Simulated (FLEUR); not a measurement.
# Magnetic state of MnO2 (Pyrolusite) from several starts, part 2 of 2

Aim: find out whether MnO2 (Pyrolusite) carries moments, and which collinear order costs least.

FLEUR MaX-R8.1; PBE with U = 4 eV on Mn d; all-electron FLAPW, Dirac cores, scalar-relativistic bands.

So far, largest spin moment in the muffin-tin sphere (μB): step 2 (run 1 (ferro ++)) 2.97; step 3 (run 2 (antiferro +-)) 2.88; step 4 (run 3 (antiferro q=(0,1/2,0) +-+-)) 2.92; step 5 (order 4, typed as antiferro q=(0,0,1/2) +-+-) 2.87.

### 6. Order 5, typed as antiferro q=(1/2,1/2,0) +-+-

The cell is doubled to 12 atoms to hold this order. The mesh is halved along the doubled vector, so that both cells sample the same points. The k list default-1 (kpts.xml, not shown) is a Γ-centred 4×8×8 mesh.

inp.xml

```
<?xml version="1.0" encoding="UTF-8" standalone="no"?>
<fleurInput fleurInputVersion="0.39">
   <comment>
      MnO2
   </comment>
   <calculationSetup>
      <cutoffs Kmax="4.4" Gmax="13.2" GmaxXC="13.2" numbands="0"/>
      <scfLoop itmax="120" minDistance="0.0001" maxIterBroyd="15" imix="Anderson" alpha="0.05" precondParam="0.0" spinf="2.0" sdNocoIR="T"/>
      <coreElectrons ctail="T" frcor="F" kcrel="0" coretail_lmax="0"/>
      <xcFunctional name="pbe" relativisticCorrections="F"/>
      <magnetism jspins="2"/>
      <soc l_soc="F" theta="0.0" phi="0.0" spav="F"/>
      <expertModes spex="0" secvar="F"/>
      <geometryOptimization l_f="F" forcealpha="1.0" forcemix="BFGS" epsdisp="0.00001" epsforce="0.00001"/>
      <ldaU l_linMix="F" mixParam="0.05" spinf="1.0"/>
   </calculationSetup>
   <cell>
      <bzIntegration valenceElectrons="108.0" mode="hist" fermiSmearingEnergy="0.00183747">
         <kPointListSelection listName="default-1"/>
         <xi:include xmlns:xi="http://www.w3.org/2001/XInclude" href="kpts.xml"> </xi:include>
      </bzIntegration>
      <xi:include xmlns:xi="http://www.w3.org/2001/XInclude" href="sym.xml"> </xi:include>
      <bulkLattice scale="1.0">
         <bravaisMatrix>
            <row-1>   16.6231648276563568     0.0000000000000000     0.0000000000000000</row-1>
            <row-2>    8.3115824138281784     8.3115824138281784     0.0000000000000000</row-2>
            <row-3>    0.0000000000000000     0.0000000000000000     5.4291831559758004</row-3>
         </bravaisMatrix>
      </bulkLattice>
   </cell>
   <atomSpecies>
      <species name="Manganese 4.500" element="Mn" atomicNumber="25">
         <mtSphere radius="2.21" gridPoints="731" logIncrement="0.017"/>
         <atomicCutoffs lmax="8" lnonsphr="6"/>
         <electronConfig flipSpins="F">
            <coreConfig>(1s1/2) (2s1/2) (2p1/2) (2p3/2)</coreConfig>
            <valenceConfig>(3s1/2) (3p1/2) (3p3/2) (4s1/2) (3d3/2) (3d5/2)</valenceConfig>
            <stateOccupation state="(3d3/2)" spinUp="1.75" spinDown="0.25"/>
            <stateOccupation state="(3d5/2)" spinUp="3.0" spinDown="0.0"/>
         </electronConfig>
         <energyParameters s="4" p="4" d="3" f="4"/>
         <ldaU l="2" U="4.0" J="0.0" l_amf="F"/>
         <lo type="SCLO" l="0" n="3" eDeriv="0"/>
         <lo type="SCLO" l="1" n="3" eDeriv="0"/>
      </species>
      <species name="Manganese -4.500" element="Mn" atomicNumber="25">
         <mtSphere radius="2.21" gridPoints="731" logIncrement="0.017"/>
         <atomicCutoffs lmax="8" lnonsphr="6"/>
         <electronConfig flipSpins="F">
            <coreConfig>(1s1/2) (2s1/2) (2p1/2) (2p3/2)</coreConfig>
            <valenceConfig>(3s1/2) (3p1/2) (3p3/2) (4s1/2) (3d3/2) (3d5/2)</valenceConfig>
            <stateOccupation state="(3d3/2)" spinUp="0.25" spinDown="1.75"/>
            <stateOccupation state="(3d5/2)" spinUp="0.0" spinDown="3.0"/>
         </electronConfig>
         <energyParameters s="4" p="4" d="3" f="4"/>
         <ldaU l="2" U="4.0" J="0.0" l_amf="F"/>
         <lo type="SCLO" l="0" n="3" eDeriv="0"/>
         <lo type="SCLO" l="1" n="3" eDeriv="0"/>
      </species>
      <species name="Oxygen (O)" element="O" atomicNumber="8">
         <mtSphere radius="1.25" gridPoints="415" logIncrement="0.025"/>
         <atomicCutoffs lmax="6" lnonsphr="4"/>
         <electronConfig flipSpins="F">
            <coreConfig>(1s1/2)</coreConfig>
            <valenceConfig>(2s1/2) (2p1/2) (2p3/2)</valenceConfig>
            <stateOccupation state="(2p1/2)" spinUp="0.666667" spinDown="0.666667"/>
            <stateOccupation state="(2p3/2)" spinUp="1.333333" spinDown="1.333333"/>
         </electronConfig>
         <energyParameters s="2" p="2" d="3" f="4"/>
      </species>
   </atomSpecies>
   <atomGroups>
      <atomGroup species="Manganese 4.500">
         <relPos label="                   1">.0000000000 .0000000000 .0000000000</relPos>
         <force calculate="T" relaxXYZ="TTT"/>
      </atomGroup>
      <atomGroup species="Manganese -4.500">
         <relPos label="                   2">1.000/2.000 .0000000000 .0000000000</relPos>
         <force calculate="T" relaxXYZ="TTT"/>
      </atomGroup>
      <atomGroup species="Manganese 4.500">
         <relPos label="                   3">.0000000000 1.000/2.000 1.000/2.000</relPos>
         <force calculate="T" relaxXYZ="TTT"/>
      </atomGroup>
      <atomGroup species="Manganese -4.500">
         <relPos label="                   4">1.000/2.000 1.000/2.000 1.000/2.000</relPos>
         <force calculate="T" relaxXYZ="TTT"/>
      </atomGroup>
      <atomGroup species="Oxygen (O)">
         <relPos label="                   5">.0000000000 .3051500000 .0000000000</relPos>
         <relPos label="                   9">.0000000000 -.3051500000 .0000000000</relPos>
         <force calculate="T" relaxXYZ="TTT"/>
      </atomGroup>
      <atomGroup species="Oxygen (O)">
         <relPos label="                   6">1.000/2.000 .3051500000 .0000000000</relPos>
         <relPos label="                  10">1.000/2.000 -.3051500000 .0000000000</relPos>
         <force calculate="T" relaxXYZ="TTT"/>
      </atomGroup>
      <atomGroup species="Oxygen (O)">
         <relPos label="                   7">-.3051500000 -.1948500000 1.000/2.000</relPos>
         <relPos label="                  11">.3051500000 .1948500000 1.000/2.000</relPos>
         <force calculate="T" relaxXYZ="TTT"/>
      </atomGroup>
      <atomGroup species="Oxygen (O)">
         <relPos label="                   8">.1948500000 -.1948500000 1.000/2.000</relPos>
         <relPos label="                  12">-.1948500000 .1948500000 1.000/2.000</relPos>
         <force calculate="T" relaxXYZ="TTT"/>
      </atomGroup>
   </atomGroups>
   <output dos="F" band="F" slice="F">
      <bandDOS minEnergy="-.5*Htr" maxEnergy="0.5*Htr" sigma="0.015" storeEVData="T"/>
      <plotting iplot="0" polar="F">
         <plot TwoD="T" vec1="  1.0  0.0  0.0" vec2="  0.0  1.0  0.0" vec3="  0.0  0.0  1.0" zero="  0.0  0.0  0.0" file="plot"/>
      </plotting>
      <moessbauerParams electricFieldGradient="F" isomerShift="F" coreHyperfine="F" valenceHyperfine="F"/>
   </output>
</fleurInput>
```

crystal.txt

```
MnO2
&input film=F cartesian=F /
8.79660000000  0.00000000000  0.00000000000
4.39830000000  4.39830000000  0.00000000000
0.00000000000  0.00000000000  2.87300000000
1.8897261246
1.0 1.0 1.0

12
25 0.00000000000  0.00000000000  0.00000000000 : 4.500
25 0.50000000000  0.00000000000  0.00000000000 : -4.500
25 0.00000000000  0.50000000000  0.50000000000 : 4.500
25 0.50000000000  0.50000000000  0.50000000000 : -4.500
8 0.00000000000  0.30515000000  0.00000000000
8 0.50000000000  0.30515000000  0.00000000000
8 0.69485000000  0.80515000000  0.50000000000
8 0.19485000000  0.80515000000  0.50000000000
8 0.00000000000  0.69485000000  0.00000000000
8 0.50000000000  0.69485000000  0.00000000000
8 0.30515000000  0.19485000000  0.50000000000
8 0.80515000000  0.19485000000  0.50000000000

&kpt div1=4 div2=8 div3=8 gamma=T /
```

Started as:

```
$ OMP_NUM_THREADS=1 inpgen -f crystal.txt > inpgen.log  # inp.xml is then edited as shown
$ OMP_NUM_THREADS=1 mpirun -n 4 fleur_MPI > fleur.log
```

Elapsed: 20 min, on 4 MPI ranks of Arm Neoverse V1, shared host; peak memory 0.76 GiB; 78 min of CPU time.

This step gave:

```
free energy                                                       : -142483.0957 eV
program's band gap on this mesh (in a metal only a level spacing) : 0.001747 eV
magnetization                                                     : 0 μB
final state                                                       : antiferromagnetic
largest moment                                                    : 2.932 μB
```

It lies 21.6 meV a seeded atom under the first start, and its largest moment is 2.93 μB against 2.97 μB.

### 7. Run 6 (antiferro q=(0,1/2,1/2) +-+-)

This order needs a doubled cell of 12 atoms. The mesh is halved along the doubled vector, so that both cells sample the same points. The k list default-1 (kpts.xml, not shown) is a Γ-centred 8×4×8 mesh.

Changes to inp.xml since step 6:

```diff
@@ -24,5 +24,5 @@
          <bravaisMatrix>
-            <row-1>   16.6231648276563568     0.0000000000000000     0.0000000000000000</row-1>
-            <row-2>    8.3115824138281784     8.3115824138281784     0.0000000000000000</row-2>
-            <row-3>    0.0000000000000000     0.0000000000000000     5.4291831559758004</row-3>
+            <row-1>    8.3115824138281784     0.0000000000000000     0.0000000000000000</row-1>
+            <row-2>    0.0000000000000000    16.6231648276563568     0.0000000000000000</row-2>
+            <row-3>    0.0000000000000000     8.3115824138281784     5.4291831559758004</row-3>
          </bravaisMatrix>
@@ -74,2 +74,3 @@
          <relPos label="                   1">.0000000000 .0000000000 .0000000000</relPos>
+         <relPos label="                   3">1.000/2.000 .0000000000 1.000/2.000</relPos>
          <force calculate="T" relaxXYZ="TTT"/>
@@ -77,10 +78,3 @@
       <atomGroup species="Manganese -4.500">
-         <relPos label="                   2">1.000/2.000 .0000000000 .0000000000</relPos>
-         <force calculate="T" relaxXYZ="TTT"/>
-      </atomGroup>
-      <atomGroup species="Manganese 4.500">
-         <relPos label="                   3">.0000000000 1.000/2.000 1.000/2.000</relPos>
-         <force calculate="T" relaxXYZ="TTT"/>
-      </atomGroup>
-      <atomGroup species="Manganese -4.500">
+         <relPos label="                   2">.0000000000 1.000/2.000 .0000000000</relPos>
          <relPos label="                   4">1.000/2.000 1.000/2.000 1.000/2.000</relPos>
@@ -89,4 +83,6 @@
       <atomGroup species="Oxygen (O)">
-         <relPos label="                   5">.0000000000 .3051500000 .0000000000</relPos>
-         <relPos label="                   9">.0000000000 -.3051500000 .0000000000</relPos>
+         <relPos label="                   5">.3051500000 .1525750000 .0000000000</relPos>
+         <relPos label="                   7">.1948500000 .1525750000 1.000/2.000</relPos>
+         <relPos label="                  10">-.3051500000 -.1525750000 .0000000000</relPos>
+         <relPos label="                  11">-.1948500000 -.1525750000 1.000/2.000</relPos>
          <force calculate="T" relaxXYZ="TTT"/>
@@ -94,14 +90,6 @@
       <atomGroup species="Oxygen (O)">
-         <relPos label="                   6">1.000/2.000 .3051500000 .0000000000</relPos>
-         <relPos label="                  10">1.000/2.000 -.3051500000 .0000000000</relPos>
-         <force calculate="T" relaxXYZ="TTT"/>
-      </atomGroup>
-      <atomGroup species="Oxygen (O)">
-         <relPos label="                   7">-.3051500000 -.1948500000 1.000/2.000</relPos>
-         <relPos label="                  11">.3051500000 .1948500000 1.000/2.000</relPos>
-         <force calculate="T" relaxXYZ="TTT"/>
-      </atomGroup>
-      <atomGroup species="Oxygen (O)">
-         <relPos label="                   8">.1948500000 -.1948500000 1.000/2.000</relPos>
-         <relPos label="                  12">-.1948500000 .1948500000 1.000/2.000</relPos>
+         <relPos label="                   6">.3051500000 -.3474250000 .0000000000</relPos>
+         <relPos label="                   8">.1948500000 -.3474250000 1.000/2.000</relPos>
+         <relPos label="                   9">-.3051500000 .3474250000 .0000000000</relPos>
+         <relPos label="                  12">-.1948500000 .3474250000 1.000/2.000</relPos>
          <force calculate="T" relaxXYZ="TTT"/>
```

crystal.txt

```
MnO2
&input film=F cartesian=F /
4.39830000000  0.00000000000  0.00000000000
0.00000000000  8.79660000000  0.00000000000
0.00000000000  4.39830000000  2.87300000000
1.8897261246
1.0 1.0 1.0

12
25 0.00000000000  0.00000000000  0.00000000000 : 4.500
25 0.00000000000  0.50000000000  0.00000000000 : -4.500
25 0.50000000000  0.00000000000  0.50000000000 : 4.500
25 0.50000000000  0.50000000000  0.50000000000 : -4.500
8 0.30515000000  0.15257500000  0.00000000000
8 0.30515000000  0.65257500000  0.00000000000
8 0.19485000000  0.15257500000  0.50000000000
8 0.19485000000  0.65257500000  0.50000000000
8 0.69485000000  0.34742500000  0.00000000000
8 0.69485000000  0.84742500000  0.00000000000
8 0.80515000000  0.84742500000  0.50000000000
8 0.80515000000  0.34742500000  0.50000000000

&kpt div1=8 div2=4 div3=8 gamma=T /
```

Run time: 15 min. Hardware: 4 MPI ranks; peak memory 0.71 GiB; 59 min of CPU time.

Numbers from this step:

```yaml
free_energy: -142483.1376 eV
program_s_band_gap_on_this_mesh_in_a_metal_only_a_level_spacing: 0.4887 eV
magnetization: 0 μB
final_state: antiferromagnetic
largest_moment: 2.883 μB
```

It lies 32.1 meV a seeded atom under the first start, and its largest moment is 2.88 μB against 2.97 μB.

### 8. Start 7: no spin polarisation

A spinless run shows what the cell costs with no moments; under a U that can hold a penalty on part-filled orbitals beside the lost exchange.

The k list default-1 (kpts.xml, not shown) is a Γ-centred 8×8×8 mesh.

inp.xml

```
<?xml version="1.0" encoding="UTF-8" standalone="no"?>
<fleurInput fleurInputVersion="0.39">
   <comment>
      MnO2
   </comment>
   <calculationSetup>
      <cutoffs Kmax="4.4" Gmax="13.2" GmaxXC="13.2" numbands="0"/>
      <scfLoop itmax="120" minDistance="0.0001" maxIterBroyd="15" imix="Anderson" alpha="0.05" precondParam="0.0" spinf="2.0" sdNocoIR="T"/>
      <coreElectrons ctail="T" frcor="F" kcrel="0" coretail_lmax="0"/>
      <xcFunctional name="pbe" relativisticCorrections="F"/>
      <magnetism jspins="1"/>
      <soc l_soc="F" theta="0.0" phi="0.0" spav="F"/>
      <expertModes spex="0" secvar="F"/>
      <geometryOptimization l_f="F" forcealpha="1.0" forcemix="BFGS" epsdisp="0.00001" epsforce="0.00001"/>
      <ldaU l_linMix="F" mixParam="0.05" spinf="1.0"/>
   </calculationSetup>
   <cell>
      <bzIntegration valenceElectrons="54.0" mode="hist" fermiSmearingEnergy="0.00183747">
         <kPointListSelection listName="default-1"/>
         <xi:include xmlns:xi="http://www.w3.org/2001/XInclude" href="kpts.xml"> </xi:include>
      </bzIntegration>
      <xi:include xmlns:xi="http://www.w3.org/2001/XInclude" href="sym.xml"> </xi:include>
      <bulkLattice scale="1.0">
         <bravaisMatrix>
            <row-1>    8.3115824138281784     0.0000000000000000     0.0000000000000000</row-1>
            <row-2>    0.0000000000000000     8.3115824138281784     0.0000000000000000</row-2>
            <row-3>    0.0000000000000000     0.0000000000000000     5.4291831559758004</row-3>
         </bravaisMatrix>
      </bulkLattice>
   </cell>
   <atomSpecies>
      <species name="Manganese (Mn)" element="Mn" atomicNumber="25">
         <mtSphere radius="2.21" gridPoints="731" logIncrement="0.017"/>
         <atomicCutoffs lmax="8" lnonsphr="6"/>
         <electronConfig flipSpins="F">
            <coreConfig>(1s1/2) (2s1/2) (2p1/2) (2p3/2)</coreConfig>
            <valenceConfig>(3s1/2) (3p1/2) (3p3/2) (4s1/2) (3d3/2) (3d5/2)</valenceConfig>
            <stateOccupation state="(3d3/2)" spinUp="1.000000" spinDown="1.000000"/>
            <stateOccupation state="(3d5/2)" spinUp="1.500000" spinDown="1.500000"/>
         </electronConfig>
         <energyParameters s="4" p="4" d="3" f="4"/>
         <ldaU l="2" U="4.0" J="0.0" l_amf="F"/>
         <lo type="SCLO" l="0" n="3" eDeriv="0"/>
         <lo type="SCLO" l="1" n="3" eDeriv="0"/>
      </species>
      <species name="Oxygen (O)" element="O" atomicNumber="8">
         <mtSphere radius="1.25" gridPoints="415" logIncrement="0.025"/>
         <atomicCutoffs lmax="6" lnonsphr="4"/>
         <electronConfig flipSpins="F">
            <coreConfig>(1s1/2)</coreConfig>
            <valenceConfig>(2s1/2) (2p1/2) (2p3/2)</valenceConfig>
            <stateOccupation state="(2p1/2)" spinUp="0.666667" spinDown="0.666667"/>
            <stateOccupation state="(2p3/2)" spinUp="1.333333" spinDown="1.333333"/>
         </electronConfig>
         <energyParameters s="2" p="2" d="3" f="4"/>
      </species>
   </atomSpecies>
   <atomGroups>
      <atomGroup species="Manganese (Mn)">
         <relPos label="                   1">.0000000000 .0000000000 .0000000000</relPos>
         <relPos label="                   2">1.000/2.000 1.000/2.000 1.000/2.000</relPos>
         <force calculate="T" relaxXYZ="TTT"/>
      </atomGroup>
      <atomGroup species="Oxygen (O)">
         <relPos label="                   3">.3051500000 .3051500000 .0000000000</relPos>
         <relPos label="                   4">.1948500000 -.1948500000 1.000/2.000</relPos>
         <relPos label="                   5">-.3051500000 -.3051500000 .0000000000</relPos>
         <relPos label="                   6">-.1948500000 .1948500000 1.000/2.000</relPos>
         <force calculate="T" relaxXYZ="TTT"/>
      </atomGroup>
   </atomGroups>
   <output dos="F" band="F" slice="F">
      <bandDOS minEnergy="-.5*Htr" maxEnergy="0.5*Htr" sigma="0.015" storeEVData="T"/>
      <plotting iplot="0" polar="F">
         <plot TwoD="T" vec1="  1.0  0.0  0.0" vec2="  0.0  1.0  0.0" vec3="  0.0  0.0  1.0" zero="  0.0  0.0  0.0" file="plot"/>
      </plotting>
      <moessbauerParams electricFieldGradient="F" isomerShift="F" coreHyperfine="F" valenceHyperfine="F"/>
   </output>
</fleurInput>
```

crystal.txt

```
MnO2
&input film=F cartesian=F /
4.39830000000  0.00000000000  0.00000000000
0.00000000000  4.39830000000  0.00000000000
0.00000000000  0.00000000000  2.87300000000
1.8897261246
1.0 1.0 1.0

6
25 0.00000000000  0.00000000000  0.00000000000
25 0.50000000000  0.50000000000  0.50000000000
8 0.30515000000  0.30515000000  0.00000000000
8 0.19485000000  0.80515000000  0.50000000000
8 0.69485000000  0.69485000000  0.00000000000
8 0.80515000000  0.19485000000  0.50000000000

&kpt div1=8 div2=8 div3=8 gamma=T /
```

Elapsed: 89 s, on 4 MPI ranks; peak memory 0.23 GiB.

Numbers from this step:

- free energy: -71236.8476 eV
- program's band gap on this mesh (in a metal only a level spacing): 0.02906 eV
- final state: non-magnetic (no spin polarisation)

It lies 2329 meV a seeded atom over the first start.

### 9. Ranking

Free energies are divided by the number of seeded atoms, so that cells of unlike size compare. Wavevectors q in the names are fractions of the primitive cell's reciprocal vectors.

Orders:

| start | final state | typed order kept | energy over the lowest (meV a seeded atom) | largest sphere moment (μB) | net moment (μB a primitive cell) | mesh matched | CPU time (s) |
| --- | --- | --- | --- | --- | --- | --- | --- |
| ferro ++ | ferromagnetic | yes | 34.1 | 2.969 | 6.011 | yes | 527.1 |
| antiferro +- | antiferromagnetic | yes | 0 | 2.884 | 0 | yes | 720.6 |
| antiferro q=(0,1/2,0) +-+- | antiferromagnetic | yes | 10.54 | 2.92 | 0 | yes | 7358 |
| antiferro q=(0,0,1/2) +-+- | antiferromagnetic | yes | 7.688 | 2.873 | 0 | yes | 4181 |
| antiferro q=(1/2,1/2,0) +-+- | antiferromagnetic | yes | 12.49 | 2.932 | 0 | yes | 4685 |
| antiferro q=(0,1/2,1/2) +-+- | antiferromagnetic | yes | 2.015 | 2.883 | 0 | yes | 3551 |
| no spin polarisation | non-magnetic | - | 2363 | 0 | 0 | yes | 357.4 |

### 10. What came out

| Quantity | Value |
| --- | --- |
| lowest state found | antiferromagnetic (typed antiferro +-) |
| largest site spin moment | 2.88 μB |
| next finished state | antiferromagnetic, 2.01 meV a seeded atom higher |
| spinless run over the lowest (under a U no clean measure of the moments) | 2363 meV a seeded atom |

In words: The lowest state found is antiferromagnetic, reached from the start antiferro +-, with moments up to 2.88 μB. The two lowest states lie so close that the mesh, the functional or spin–orbit coupling could swap them. Under a U a spinless run can be left with part-filled orbitals, which the U penalises, or fall into a low-spin state, so its energy is no clean measure of what the moments gain. Only 7 starts were tried; other patterns of signs, canted and longer-period orders were not. Computed site moments are spin alone, inside the muffin-tin sphere; measured ones also hold the orbital part and what lies outside the sphere, and fluctuations can lower them. Under a U the differences between the orders can hold more than exchange, though the occupations look alike: the program's gaps run from 0.00 to 0.54 eV.

Calculation against experiment:

```
        quantity  measured  PBE with U = 4 eV on Mn d
moment (Mn) (μB)      2.34             2.88 (+23.2 %)
```

Measured values from arxiv:2401.02109 (2024).

Verdict: The moment is off by +23.2 %. No cell relaxation is part of this session.

[Logs and program files are shortened in this print: banners, set-up blocks, solver, clock and traceback lines can be left out without a mark of their own.]

[Logs are printed without paths, hosts, clocks, repeated set-up lines and the standing remarks that a program may print on its own settings, such as how far it seeks lower states.]

[Hosts, paths, dates, database ids (printed as entryN), source tags and the programs' standing remarks are cut or masked in the printed files.]

[Where a cell is said to come from a database of computed structures, the database is the Materials Project.]
